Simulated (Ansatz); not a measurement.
# Al2Pt (Fm-3m): the cell at rest

Task: relax Al2Pt (Fm-3m) tightly.

Calculated with Ansatz 0.2.0; DFT PBEsol, scalar-relativistic, plane waves, PAW; PAW set soft_1.

The database entry behind the starting cell differs from later determinations by our own check (0.1 to 0.3 % short, probably kX units), so it need not match the best structure at ambient conditions.

### 1. The structure

Symmetry: Fm-3m, No. 225, cubic system. Conventional cell: a = 5.910 Å, b = 5.910 Å, c = 5.910 Å, α = 90.00°, β = 90.00°, γ = 90.00°. Nearest to Al lie 4 Pt at 2.56 Å. Nearest to Pt lie 8 Al at 2.56 Å. Farther neighbours are not listed.

### 2. Probe on a coarse mesh

A quick single point on a coarse mesh tells whether the cell has a gap and how far it is from rest, which sets the k mesh and smearing that follow.

input.yaml

```yaml
crystal:
  lattice:
    - [0.0, 2.955, 2.955]
    - [2.955, 0.0, 2.955]
    - [2.955, 2.955, 0.0]
  atoms:
    - { symbol: Al, position: [0.25, 0.25, 0.25] }
    - { symbol: Al, position: [0.75, 0.75, 0.75] }
    - { symbol: Pt, position: [0.0, 0.0, 0.0] }
kpoints:
  mp_grid: { grid: [6, 6, 6] }
hamiltonian:
  xc: pbesol
  pseudopotentials: { kind: paw, azcp: { folder: soft_1 }, xc_functional: pbe }
scf:
  occupations: { method: gaussian, width: 0.1 }
output:
  forces: true
  stress: true
  eigenvalues: true
```

On the command line:

```console
$ ansatz run input.yaml --threads 4 --pin off --max-ram 10240MiB --backend cpu --events-out ev --progress --plain --runs-dir out
```

Numbers of over 12 decimals in the logs are rounded to 6 here.

The log of the run:

```text
Engine: ansatz 0.2.0, aarch64-unknown-linux-gnu
Pseudopotentials: kind: paw
Pseudopotential: Al, paw, valence charge 3, recommended cutoff 420 eV (normal), soft_1/Al.paw.azcp
Pseudopotential: Pt, paw, valence charge 18, recommended cutoff 420 eV (normal), soft_1/Pt.paw.azcp
Functional definition: PBEsol
  exchange = pbesol_x
  correlation = pbesol_c
Crystal: 3 atoms, lattice volume = 51.606 Å³
[...]
--- Band table (eV; the first three rows and the last of 16) ---
  k-point 0: bands = [... 8 lower, 7.5584, 7.5584, 14.2603, 15.0612, 15.0612, 15.0612, 16.6903, 16.6903]
  k-point 1: bands = [... 8 lower, 7.5275, 7.5275, 12.0288, 14.2096, 14.2096, 14.7370, 16.9891, 17.0422]
  k-point 2: bands = [... 8 lower, 7.6175, 7.6175, 8.9489, 12.9160, 12.9160, 15.1032, 16.5509, 16.5509]
  k-point 15: bands = [... 8 lower, 7.4696, 7.9748, 7.9948, 9.0295, 10.2592, 15.4405, 15.9336, 17.6692]
[key lines of the parts left out:]
SCF converged after 6 iterations
Free energy (F): -13437.100092 eV
Fermi energy:    11.296393 eV
P = ⅓ Tr σ = -1.0467 GPa (-10.467 kbar)
```

Wall time 0.87 s (4 threads of Arm Neoverse V2, shared host); peak memory 0.29 GiB.

Numbers from this step:

- pressure: -1.047 GPa
- volume per atom: 17.20 Å³
- gap on the k-mesh: 0 eV

The coarse mesh shows no gap and a pressure of -1.0 GPa.

### 3. Bringing the structure to rest

The cell and atoms are relaxed, since residual forces and stress would shift the frequencies.

input.yaml: that of step 2 with these lines changed.

```diff
@@ -10,3 +10,3 @@
 kpoints:
-  mp_grid: { grid: [6, 6, 6] }
+  mp_grid: { grid: [12, 12, 12] }
 hamiltonian:
@@ -20 +20,6 @@
   eigenvalues: true
+relax:
+  adjacent_minimum: "off"
+  f_tol: 0.005
+  max_steps: 80
+  cell: { stress_tol: 0.05 }
```

The log of the run:

```text
[...]
Crystal: 3 atoms, lattice volume = 51.606 Å³
Basis set: ecut = 420 eV, 965 PW (Γ), exchange–correlation on 60×60×60 points (8 copies of the dense FFT grid, shifted against one another)
Bands: 16, of which v1, the nominal top of the filled ones, is band 12 counted from 1 (11 counted from 0)
Symmetry: 48 space group operations
[...]
k-points: 72 of 1728
[...]
SCF iter   1: F=—  HF=-13438.302111 eV  |F-HF|=—  |Δ(HF+E_count)|=         —  Δρ=9.36e-2  dr2=5.50e0  ethr=3.10e-3  ⟨swp⟩=5.3  Hψ=5747  notcnv=0
[...]
SCF iter   8: F=-13437.085857 eV  HF=-13437.085857 eV  |F-HF|=2.31e-9  |Δ(HF+E_count)|=   5.22e-8  Δρ=3.63e-6  dr2=8.36e-9  ethr=4.17e-10  ⟨swp⟩=6.2  Hψ=5153  notcnv=0
SCF 1 converged in 8 iterations: F = -13437.085857 eV  dr2 = 8.36e-9
[...]
relax step   1: F+E_penalty+E_count = -13437.08585679 eV  Δ(F+E_penalty+E_count) = +0.000e0 eV  max|allowed force component| = 7.710e-18 eV/Å  Δτ_max = 0.0000 Å  P = -0.981 GPa  Ω = 51.606 Å³  (8 SCF iters, dr2 threshold 1.00e-7 eV, accepted)
Crystal: 3 atoms, lattice volume = 51.123 Å³
[...]
iter 1 solved again at ethr=2.08e-6 eV; its pass at ethr=3.10e-3 eV (dr2=4.99e-4 eV) is discarded
[...]
SCF iter   5: F=-13437.086987 eV  HF=-13437.086987 eV  |F-HF|=6.30e-9  |Δ(HF+E_count)|=   7.14e-8  Δρ=9.45e-6  dr2=4.86e-8  ethr=1.25e-9  ⟨swp⟩=4.5  Hψ=4166  notcnv=0
SCF 2 converged in 5 iterations: F = -13437.086987 eV  dr2 = 4.86e-8
relax step   2: F+E_penalty+E_count = -13437.08698656 eV  Δ(F+E_penalty+E_count) = -1.130e-3 eV  max|allowed force component| = 6.168e-17 eV/Å  Δτ_max = 0.0000 Å  P = +0.315 GPa  Ω = 51.123 Å³  energy of the carried Pulay correction = +1.070e-4 eV  (5 SCF iters, dr2 threshold 3.00e-7 eV, accepted)
Crystal: 3 atoms, lattice volume = 51.239 Å³
[...]
SCF iter   4: F=-13437.087074 eV  HF=-13437.087074 eV  |F-HF|=2.20e-10  |Δ(HF+E_count)|=   4.39e-8  Δρ=5.94e-6  dr2=3.23e-8  ethr=1.03e-9  ⟨swp⟩=4.8  Hψ=4514  notcnv=0
SCF 3 converged in 4 iterations: F = -13437.087074 eV  dr2 = 3.23e-8
relax step   3: F+E_penalty+E_count = -13437.08707352 eV  Δ(F+E_penalty+E_count) = -8.696e-5 eV  max|allowed force component| = 5.705e-17 eV/Å  Δτ_max = 0.0000 Å  P = -0.004 GPa  Ω = 51.239 Å³  energy of the carried Pulay correction = +8.111e-5 eV  (4 SCF iters, dr2 threshold 2.48e-7 eV, accepted)
[...]
SCF iter   5: F=-13437.086994 eV  HF=-13437.086994 eV  |F-HF|=5.46e-12  |Δ(HF+E_count)|=  8.73e-11  Δρ=2.57e-7  dr2=1.37e-11  ethr=1.00e-12  ⟨swp⟩=4.5  Hψ=5790  notcnv=0
SCF 4 converged in 5 iterations: F = -13437.086994 eV  dr2 = 1.37e-11
relax step   4: F+E_penalty+E_count = -13437.08699431 eV  Δ(F+E_penalty+E_count) = +7.921e-5 eV  max|allowed force component| = 6.168e-17 eV/Å  Δτ_max = 0.0000 Å  P = -0.004 GPa  Ω = 51.239 Å³  stress off target by 4.12e-3 GPa  SCF on the basis re-selected at this cell (its energy is not comparable with the rows above)  (5 SCF iters)
basis re-selected at this cell: Δ(F+E_penalty+E_count) = +7.921e-5 eV, ΔP = -0.000 GPa vs the last step (what re-selecting the basis moved, of the pressure what is left beyond the Pulay correction that the steps carried, after the strain that the cell walked since its last selection, with what the two solves' SCF thresholds leave and, on support functions, any second-order correction that the steps lacked; it is no m [...]
SCF converged after 5 iterations
Free energy (F): -13437.086994 eV
[...]
Internal energy: -13437.081133 eV  (E = F + TS)
E sigma→0 (E₀):  -13437.084063 eV
Entropy (-TS):   -0.005862 eV (-1.954 meV/atom)
Fermi energy:    11.405581 eV
[...]
--- Stress (GPa, compression-positive) ---
       -0.004122       0.000000       0.000000
        0.000000      -0.004122      -0.000000
        0.000000       0.000000      -0.004122
  P = ⅓ Tr σ = -0.0041 GPa (-0.041 kbar)
--- Band table (eV; the first three rows and the last of 72) ---
  k-point 0: bands = [... 8 lower, 7.6439, 7.6439, 14.4216, 15.1759, 15.1759, 15.1759, 16.8415, 16.8415]
  k-point 1: bands = [... 8 lower, 7.6321, 7.6321, 13.8784, 14.6314, 14.9083, 14.9083, 17.1454, 17.1454]
  k-point 2: bands = [... 8 lower, 7.6126, 7.6126, 12.1445, 14.3304, 14.3304, 14.8930, 17.1204, 17.1775]
  k-point 71: bands = [... 8 lower, 7.5583, 8.0871, 8.5792, 8.5792, 10.4838, 16.6184, 16.6184, 17.5007]
--- Relaxed structure (3 steps of the walk, 3 accepted, 1 SCFs on fresh bases) ---
  F+E_penalty+E_count = -13437.08699431 eV   max|allowed force component| = 6.168e-17 eV/Å   (the final SCF, on the basis selected at the relaxed cell)
  cell:  # Å, volume = 51.2391 Å³
    - [0, 2.947976, 2.947976]
    - [2.947976, 0, 2.947976]
    - [2.947976, 2.947976, 0]
  atoms:
    - { symbol: Al, position: [0.25, 0.25, 0.25] }
    - { symbol: Al, position: [0.750000, 0.750000, 0.750000] }
    - { symbol: Pt, position: [0, 0, 0] }
```

It took 3.1 s on 4 threads; peak memory 0.38 GiB; 11 s of CPU time.

Step by step:

```tsv
step	energy less that of the first step (eV)	largest force component (eV/Å)	pressure (GPa)	volume (Å³)
1	0.0000	0.0000	-0.98	51.61
2	-0.0011	0.0000	0.31	51.12
3	-0.0012	0.0000	0.00	51.24
4*	-0.0011	0.0000	0.00	51.24
```

Relaxation steps marked * repeat the geometry before them on a plane-wave basis chosen anew for their cell, so energy and pressure can jump there.

Forces are held to the 48 operations that the run works with; a distortion that breaks them can't arise in this run.

```tsv
conventional cell, symmetrised	before	after	change
a (Å)	5.910	5.896	-0.2 %
b (Å)	5.910	5.896	-0.2 %
c (Å)	5.910	5.896	-0.2 %
volume (Å³/atom)	17.20	17.08	-0.7 %
```

The relaxed structure:

```cif
data_structure
_symmetry_space_group_name_H-M 'P 1'
_symmetry_Int_Tables_number 1
_cell_length_a 4.1691
_cell_length_b 4.1691
_cell_length_c 4.1691
_cell_angle_alpha 60.000
_cell_angle_beta 60.000
_cell_angle_gamma 60.000
_cell_volume 51.24
loop_
_atom_site_label
_atom_site_type_symbol
_atom_site_fract_x
_atom_site_fract_y
_atom_site_fract_z
_atom_site_occupancy
Al1 Al 0.25000 0.25000 0.25000 1
Al2 Al 0.75000 0.75000 0.75000 1
Pt3 Pt 0.00000 0.00000 0.00000 1
```

This step gave:

```yaml
pressure: -0.004122 GPa
volume_per_atom: 17.08 Å³
```

In this step the volume went from 17.20 to 17.08 Å³/atom.

### 4. Relaxing to small forces for the phonons

Phonons need a cell at rest on their own settings, so the relaxation is repeated with tight tolerances on forces and stress on the k mesh and occupations of the first response run.

input.yaml, the sections that differ from step 3:

```yaml
crystal:
  lattice:
    - [0.0, 2.9479762025, 2.9479762025]
    - [2.9479762025, 0.0, 2.9479762025]
    - [2.9479762025, 2.9479762025, 0.0]
  atoms:
    - { symbol: Al, position: [0.25, 0.25, 0.25] }
    - { symbol: Al, position: [0.75, 0.75, 0.75] }
    - { symbol: Pt, position: [0.0, 0.0, 0.0] }
scf:
  occupations: { method: methfessel_paxton, width: 0.2 }
relax:
  adjacent_minimum: "off"
  f_tol: 0.001
  max_steps: 60
  cell: { stress_tol: 0.01 }
# kpoints, hamiltonian, output: as in step 3
```

The log of the run:

```text
[...]
Crystal: 3 atoms, lattice volume = 51.239 Å³
Basis set: ecut = 420 eV, 965 PW (Γ), exchange–correlation on 60×60×60 points (8 copies of the dense FFT grid, shifted against one another)
Bands: 16, of which v1, the nominal top of the filled ones, is band 12 counted from 1 (11 counted from 0)
[... 1 set-up line as in the run before ...]
[...]
k-points: 72 of 1728
[...]
k-point 71: bands = [... 8 lower, 7.5599, 8.0889, 8.5809, 8.5809, 10.4857, 16.6207, 16.6207, 17.5028]
--- Relaxed structure (2 steps of the walk, 2 accepted, 1 SCFs on fresh bases) ---
[...]
cell:  # Å, volume = 51.2331 Å³
    - [0, 2.947860, 2.947860]
    - [2.947860, 0, 2.947860]
    - [2.947860, 2.947860, 0]
  atoms:
    - { symbol: Al, position: [0.25, 0.25, 0.25] }
    - { symbol: Al, position: [0.75, 0.75, 0.75] }
    - { symbol: Pt, position: [0, 0, 0] }
[key lines of the parts left out:]
SCF converged after 7 iterations
Free energy (F): -13437.083860 eV
Fermi energy:    11.401970 eV
P = ⅓ Tr σ = 0.0038 GPa (0.038 kbar)
```

The job ended after 2.5 s (4 threads; peak memory 0.38 GiB; 8.6 s of CPU time).

Little changed from the start: no atom moved by 0.005 Å and no cell edge by 0.1 %.

This step gave:

| Property | Result |
| --- | --- |
| pressure | 0.003781 GPa |

The forces vanish by symmetry and the pressure is 0.004 GPa, within the tolerances set. The cell now holds 17.08 Å³/atom.

### 5. Summary of results

```json
{"space group after relaxation (within 0.01 Å)": "Fm-3m", "lattice constant a": "5.896 Å", "lattice constant b": "5.896 Å", "lattice constant c": "5.896 Å", "volume per atom": "17.1 Å³"}
```

**Reading.** The forces vanish by symmetry and the pressure is 0.004 GPa, within the tolerances set. The cell now holds 17.08 Å³/atom. The relaxation keeps the symmetry of its start, so it says nothing on stability against lower symmetry. Spin-orbit coupling is left out, which can matter for the heavy elements here. The PAW files were made for PBE and serve the other functionals too.

[Logs are printed without paths, hosts, clocks, repeated set-up lines and the standing remarks that a program may print on its own settings, such as how far it seeks lower states.]

[Hosts, paths, dates, database ids (printed as entryN), source tags and the programs' standing remarks are cut or masked in the printed files.]
